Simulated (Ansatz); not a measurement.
**MgO (Periclase, Fm-3m): zone-centre modes against carrier density**

Aim: how far do free carriers move the optical modes of MgO (Periclase, Fm-3m)?

Calculated with Ansatz 0.2.0; DFT LDA, scalar-relativistic, plane waves, PAW; PAW set soft_1.

This is a report of a sequence of runs, with most program output left out.

The database entry behind the starting cell differs from later determinations by our own check (about 0.1 % long), so it need not match the best structure at ambient conditions.

**1. Starting point**

It takes space group Fm-3m (No. 225, cubic). Conventional cell: a = 4.217 Å, b = 4.217 Å, c = 4.217 Å, α = 90.00°, β = 90.00°, γ = 90.00°. Nearest to O lie 6 Mg at 2.11 Å. Nearest to Mg lie 6 O at 2.11 Å. Farther neighbours and most contacts between anions are not listed.

**2. Relaxation**

Harmonic phonons are second derivatives at a point where the forces vanish, and they are wanted at zero stress, so atoms and cell are relaxed first.

The input, input.yaml:

```yaml
crystal:
  lattice:
    - [0.0, 2.1085, 2.1085]
    - [2.1085, 0.0, 2.1085]
    - [2.1085, 2.1085, 0.0]
  atoms:
    - { symbol: O, position: [0.5, 0.5, 0.5] }
    - { symbol: Mg, position: [0.0, 0.0, 0.0] }
kpoints:
  mp_grid: { grid: [10, 10, 10] }
hamiltonian:
  xc: lda
  pseudopotentials: { kind: paw, azcp: { folder: soft_1 }, xc_functional: pbe }
scf:
  occupations: { method: gaussian, width: 0.02 }
output:
  forces: true
  stress: true
  eigenvalues: true
  write_density: true
  write_potential: true
  elf: true
  volumetric_format: npy
relax:
  adjacent_minimum: "off"
  f_tol: 0.005
  max_steps: 80
  cell: { stress_tol: 0.05 }
```

Run with:

```bash
$ ansatz run input.yaml --threads 8 --pin off --max-ram 16384MiB --backend cpu --events-out ev --progress --plain --runs-dir out
```

The job ended after 2.7 s (8 threads of Arm Neoverse N1, shared host; peak memory 0.28 GiB; 12 s of CPU time).

The steps of the relaxation:

```
step  energy less that of the first step (eV)  largest force component (eV/Å)  pressure (GPa)  volume (Å³)
   1                                   0.0000                          0.0000           -6.40        18.75
   2                                  -0.0111                          0.0000           -3.72        18.43
   3                                  -0.0173                          0.0000            0.22        18.00
   4                                  -0.0173                          0.0000           -0.01        18.03
  5*                                  -0.0153                          0.0000           -0.21        18.03
   6                                  -0.0154                          0.0000            0.00        18.01
  7*                                  -0.0152                          0.0000           -0.01        18.01
```

Relaxation steps marked * repeat the geometry before them on a plane-wave basis chosen anew for their cell, so energy and pressure can jump there.

Forces are held to the 48 operations that the run works with; a distortion that breaks them can't arise in this run.

```
conventional cell, symmetrised  before  after  change
                         a (Å)   4.217  4.161  -1.3 %
                         b (Å)   4.217  4.161  -1.3 %
                         c (Å)   4.217  4.161  -1.3 %
              volume (Å³/atom)    9.37   9.00  -4.0 %
```

The relaxed structure:

```cif
data_structure
_symmetry_space_group_name_H-M 'P 1'
_symmetry_Int_Tables_number 1
_cell_length_a 2.9420
_cell_length_b 2.9420
_cell_length_c 2.9420
_cell_angle_alpha 60.000
_cell_angle_beta 60.000
_cell_angle_gamma 60.000
_cell_volume 18.01
loop_
_atom_site_label
_atom_site_type_symbol
_atom_site_fract_x
_atom_site_fract_y
_atom_site_fract_z
_atom_site_occupancy
O1 O 0.50000 0.50000 0.50000 1
Mg2 Mg 0.00000 0.00000 0.00000 1
```

This step gave:

| Item | Value |
| --- | --- |
| pressure | -0.007198 GPa |
| gap on the k-mesh | 5.029 eV |
| volume per atom | 9.003 Å³ |

Electrostatic potential energy in the ac plane of the conventional cell at fractional y = 0.000, with atoms of O and Mg within 0.2 Å of it. With pseudopotentials it is smooth inside the atoms' cores, unlike the true potential.

Ten even steps from '_' (-76 eV) to '@' (11 eV), each cell a mean:
```
__::**@@@@##++==++%%@@%%==__
==**%%@@@@@@##**##@@@@@@##==
%%%%@@@@@@@@@@@@@@@@@@@@@@%%
@@@@@@@@@@@@@@@@@@@@@@@@@@@@
%%@@@@@@@@%%****##@@@@@@@@%%
++**@@@@%%**::..--##@@@@##++
==++%%@@%%==____..**@@@@**==
==++%%@@%%==____::**@@@@##++
**##@@@@@@##====**%%@@@@@@##
@@@@@@@@@@@@%%%%%%@@@@@@@@@@
@@@@@@@@@@@@@@@@@@@@@@@@@@@@
**##@@@@@@@@%%%%@@@@@@@@%%**
..--##@@@@##++++**@@@@%%**::
__..**@@@@**====++%%@@%%==__
```
Columns run along a (4.2 Å; values clipped at the 3rd and 97th percentile), rows up along c (4.2 Å), edges of the conventional cell, whose origin can differ from the input's. Atoms in or near the plane, at fractional coordinates: O at (0.50, 0.00), O at (0.00, 0.50), Mg at (0.00, 0.00), Mg at (0.50, 0.50).

ELF in the ac plane of the conventional cell at fractional y = 0.000, with atoms of O and Mg within 0.2 Å of it. It is the smooth field of the valence electrons, not physical close to the nuclei.

Values, 14 rows by 14 columns, each cell a mean:
```
0.22 0.30 0.16 0.24 0.69 0.79 0.64 0.55 0.74 0.79 0.49 0.13 0.25 0.25
0.27 0.20 0.07 0.20 0.57 0.77 0.79 0.79 0.80 0.72 0.39 0.09 0.13 0.25
0.14 0.11 0.09 0.13 0.34 0.57 0.69 0.70 0.65 0.47 0.21 0.08 0.09 0.13
0.52 0.47 0.33 0.16 0.13 0.20 0.24 0.25 0.23 0.15 0.11 0.21 0.39 0.49
0.79 0.76 0.62 0.33 0.09 0.07 0.16 0.19 0.13 0.06 0.15 0.47 0.72 0.79
0.69 0.77 0.76 0.47 0.11 0.20 0.30 0.28 0.27 0.13 0.23 0.65 0.80 0.74
0.40 0.69 0.79 0.52 0.14 0.27 0.22 0.14 0.28 0.19 0.25 0.70 0.79 0.55
0.55 0.74 0.79 0.49 0.13 0.25 0.25 0.22 0.30 0.16 0.24 0.69 0.79 0.64
0.79 0.80 0.72 0.39 0.09 0.13 0.25 0.27 0.20 0.07 0.20 0.57 0.77 0.79
0.70 0.65 0.47 0.21 0.08 0.09 0.13 0.14 0.11 0.09 0.13 0.34 0.57 0.69
0.25 0.23 0.15 0.11 0.21 0.39 0.49 0.52 0.47 0.33 0.16 0.13 0.20 0.24
0.19 0.13 0.06 0.15 0.47 0.72 0.79 0.79 0.76 0.62 0.33 0.09 0.07 0.16
0.28 0.27 0.13 0.23 0.65 0.80 0.74 0.69 0.77 0.76 0.47 0.11 0.20 0.30
0.14 0.28 0.19 0.25 0.70 0.79 0.55 0.40 0.69 0.79 0.52 0.14 0.27 0.22
```
Columns run along a (4.2 Å), rows up along c (4.2 Å), edges of the conventional cell, whose origin can differ from the input's. Atoms in or near the plane, at fractional coordinates: O at (0.50, 0.00), O at (0.00, 0.50), Mg at (0.00, 0.00), Mg at (0.50, 0.50).

Valence density in the ac plane of the conventional cell at fractional y = 0.000, with atoms of O and Mg within 0.2 Å of it. It is the smooth field of the valence electrons, not physical close to the nuclei.

Ten steps, logarithmic in the rise over the least value, from '_' (0 e/Å³) to '@' (26 e/Å³), each cell a mean:
```
@@##--..::==**##++--....++%%
**==____..--==++==::..__::++
..________..::::::..______..
....________....________....
==--..______----::____..::--
**++--..__==##%%**::__::==++
##**==....**@@@@%%--..::++##
##++--....++%%@@##--..::==**
++==::..__::++**==____..--==
::::..______....________..::
..________........________..
--::____..::--==--..______--
%%**::__::==++**++--..__==##
@@%%--..::++####**==....**@@
```
Columns run along a (4.2 Å), rows up along c (4.2 Å), edges of the conventional cell, whose origin can differ from the input's. Atoms in or near the plane, at fractional coordinates: O at (0.50, 0.00), O at (0.00, 0.50), Mg at (0.00, 0.00), Mg at (0.50, 0.50).

In this step the volume went from 9.37 to 9.00 Å³/atom.

**3. Tight relaxation**

Phonons need small forces and stress, so the relaxation is finished with tight tolerances on 12×12×12 k points.

The input, input.yaml:

```yaml
crystal:
  lattice:
    - [0.0, 2.080323002, 2.080323002]
    - [2.080323002, 0.0, 2.080323002]
    - [2.080323002, 2.080323002, 0.0]
  atoms:
    - { symbol: O, position: [0.5, 0.5, 0.5] }
    - { symbol: Mg, position: [0.0, 0.0, 0.0] }
kpoints:
  mp_grid: { grid: [12, 12, 12] }
hamiltonian:
  xc: lda
  pseudopotentials: { kind: paw, azcp: { folder: soft_1 }, xc_functional: pbe }
scf:
  occupations: { method: fixed }
output:
  forces: true
  stress: true
  eigenvalues: true
relax:
  adjacent_minimum: "off"
  f_tol: 0.001
  max_steps: 60
  cell: { stress_tol: 0.01 }
```

The job ended after 1 s (8 threads; peak memory 0.27 GiB; 4.5 s of CPU time).

Little changed from the start: no atom moved by 0.005 Å and no cell edge by 0.1 %.

This step gave:

```
pressure : -0.009545 GPa
```

The forces vanish by symmetry and the pressure is -0.010 GPa, within the tolerances set. The cell now holds 9.00 Å³/atom.

**4. Ground state of a member: no carriers**

The cell of the neutral crystal is kept with no carriers. The bands are sampled on 36×36×36 points with Fermi-Dirac filling of 0.03 eV.

input.yaml, the sections that differ from step 3:

```yaml
kpoints:
  mp_grid: { grid: [36, 36, 36] }
scf:
  occupations: { method: fermi_dirac, width: 0.03 }
# crystal, hamiltonian, output: as in step 3
# relax: removed
```

The job ended after 3.6 s (8 threads; peak memory 0.53 GiB).

The forces vanish by symmetry.

**5. Zone-centre modes of the member: no carriers**

The force constants come from the linear response of the density to a displacement.

The zone-centre modes follow for no carriers.

input.yaml: that of step 4 with these lines changed.

```diff
@@ -16,4 +16,4 @@
 output:
-  forces: true
-  stress: true
   eigenvalues: true
+phonons:
+  method: dfpt
```

It took 46 s on 8 threads; peak memory 2.1 GiB.

This step gave:

```
sum-rule residual before enforcement                    : 3.51e-5 eV/Å²
point group                                             : m-3m
highest optical mode at the zone centre (no LO-TO term) : 407.1 cm⁻¹
lowest optical zone-centre mode                         : 407.1 cm⁻¹
```

Without the LO-TO term. Patterns of degenerate modes are one choice out of their space. Modes at Γ, with each element's share of the kinetic energy:

```csv
mode,frequency (cm⁻¹),symmetry,O %,Mg %
1,0.0,acoustic,40,60
2,0.0,acoustic,40,60
3,0.0,acoustic,40,60
4,407.1,T1u,60,40
5,407.1,T1u,60,40
6,407.1,T1u,60,40
```

Displacements in mode 4 (407.1 cm⁻¹), the largest set to 1:
```
O1   1.00  0.00  0.00
Mg2 -0.66  0.00  0.00
```

The optical mode without the LO-TO term lies at 407.1 cm⁻¹.

**6. Ground state of a member: 15 × 10²⁰ holes per cm³**

The cell of the neutral crystal is kept with 15 × 10²⁰ holes per cm³, balanced by a uniform background. The bands are sampled on 36×36×36 points with Fermi-Dirac filling of 0.03 eV.

input.yaml: that of step 5 with these lines changed.

```diff
@@ -8,2 +8,3 @@
     - { symbol: Mg, position: [0.0, 0.0, 0.0] }
+total_charge: 0.027009
 kpoints:
@@ -16,4 +17,4 @@
 output:
+  forces: true
+  stress: true
   eigenvalues: true
-phonons:
-  method: dfpt
```

It took 3.8 s on 8 threads; peak memory 0.53 GiB.

The forces vanish by symmetry.

**7. Zone-centre modes of the member: 15 × 10²⁰ holes per cm³**

The zone-centre modes follow for 15 × 10²⁰ holes per cm³.

input.yaml: that of step 6 with these lines changed.

```diff
@@ -17,4 +17,4 @@
 output:
-  forces: true
-  stress: true
   eigenvalues: true
+phonons:
+  method: dfpt
```

Run time: 47 s. Hardware: 8 threads; peak memory 2.1 GiB.

Numbers from this step:

* sum-rule residual before enforcement: 9.20e-6 eV/Å²
* highest optical mode at the zone centre (no LO-TO term): 409.2 cm⁻¹
* lowest optical zone-centre mode: 409.2 cm⁻¹

Without the LO-TO term. Patterns of degenerate modes are one choice out of their space. The modes at Γ (shares of kinetic energy by element, %):

| mode | frequency (cm⁻¹) | symmetry | O % | Mg % |
| --- | --- | --- | --- | --- |
| 1 | 0.0 | acoustic | 40 | 60 |
| 2 | 0.0 | acoustic | 40 | 60 |
| 3 | 0.0 | acoustic | 40 | 60 |
| 4 | 409.2 | T1u | 60 | 40 |
| 5 | 409.2 | T1u | 60 | 40 |
| 6 | 409.2 | T1u | 60 | 40 |

The optical mode without the LO-TO term lies at 409.2 cm⁻¹.

**8. A check on a coarser mesh: 2 × 10²⁰ holes per cm³**

To see what the mesh is worth, the run for 2 × 10²⁰ holes per cm³ is repeated on 29×29×29 points.

input.yaml: that of step 7 with these lines changed.

```diff
@@ -8,5 +8,5 @@
     - { symbol: Mg, position: [0.0, 0.0, 0.0] }
-total_charge: 0.027009
+total_charge: 0.003601
 kpoints:
-  mp_grid: { grid: [36, 36, 36] }
+  mp_grid: { grid: [29, 29, 29] }
 hamiltonian:
```

Elapsed: 25 s, on 8 threads; peak memory 1.2 GiB.

This step gave:

* sum-rule residual before enforcement: 4.87e-5 eV/Å²
* highest optical mode at the zone centre (no LO-TO term): 407.4 cm⁻¹
* lowest optical zone-centre mode: 407.4 cm⁻¹

The highest mode comes at 407.4 cm⁻¹, against 407.4 cm⁻¹ on 36×36×36 points.

**9. A check on a coarser mesh: 10 × 10²⁰ holes per cm³**

To see what the mesh is worth, the run for 10 × 10²⁰ holes per cm³ is repeated on 29×29×29 points.

input.yaml: that of step 8 with these lines changed.

```diff
@@ -8,3 +8,3 @@
     - { symbol: Mg, position: [0.0, 0.0, 0.0] }
-total_charge: 0.003601
+total_charge: 0.018006
 kpoints:
```

Wall time 25 s (8 threads); peak memory 1.2 GiB; 2.7 min of CPU time.

This step gave:

```yaml
sum_rule_residual_before_enforcement: 3.35e-6 eV/Å²
highest_optical_mode_at_the_zone_centre_no_lo_to_term: 408.5 cm⁻¹
lowest_optical_zone_centre_mode: 408.5 cm⁻¹
```

The highest mode comes at 408.5 cm⁻¹, against 408.5 cm⁻¹ on 36×36×36 points.

**10. The series together**

The members are set side by side, also those not shown above.

Electrons count positive and holes negative; without the LO-TO term; modes are tracked from the neutral crystal by their patterns, and those within 0.3 cm⁻¹ of each other stand once; the cell of the neutral crystal is kept and the atoms are relaxed where symmetry leaves them free; all runs use 36×36×36 k points and Fermi-Dirac smearing of 0.03 eV. Optical modes along the series:

```csv
carriers (10²⁰ cm⁻³),mode 4 T1u (cm⁻¹)
-15,409.2
-10,408.5
-6,408
-4,407.7
-2,407.4
-1,407.2
0,407.1
```

**11. Results**

```
members                          : 7
mode                             : mode 4 T1u
its frequency without carriers   : 407.07 cm⁻¹
its frequency at -15 × 10²⁰ cm⁻³ : 409.24 cm⁻¹
```

What this shows: At 15 × 10²⁰ holes per cm³ the optical mode has moved by +2.17 cm⁻¹ from 407.07 cm⁻¹. At 2 and 10 × 10²⁰ cm⁻³ the coarser mesh moves the optical modes by up to 0.01 cm⁻¹, a measure of the error left by the mesh there. The response is adiabatic: the carriers follow the ions at once. Where they cannot, as for a zone-centre mode faster than their scattering, measured shifts differ, and line shapes are not given here. The background stands for dopants without their size, scattering or local bonds, and the cell is that of the neutral crystal, although carriers also change the volume at rest, which would shift the modes as well. In a polar crystal the carriers also screen the field of the longitudinal modes, often the largest effect; only modes without that field are treated here. These are harmonic frequencies of a static lattice, with warm electrons: anharmonic shifts, linewidths and thermal expansion are left out. The PAW files were made for PBE; the program adapts parts of them to the functional of the run, but their partial waves stay those of PBE, an approximation that was not tested in this session. Only the zone centre was solved, so an instability at another wavevector cannot show here.

[Logs are printed without paths, hosts, clocks, repeated set-up lines and the standing remarks that a program may print on its own settings, such as how far it seeks lower states.]

[Hosts, paths, dates, database ids (printed as entryN), source tags and the programs' standing remarks are cut or masked in the printed files.]
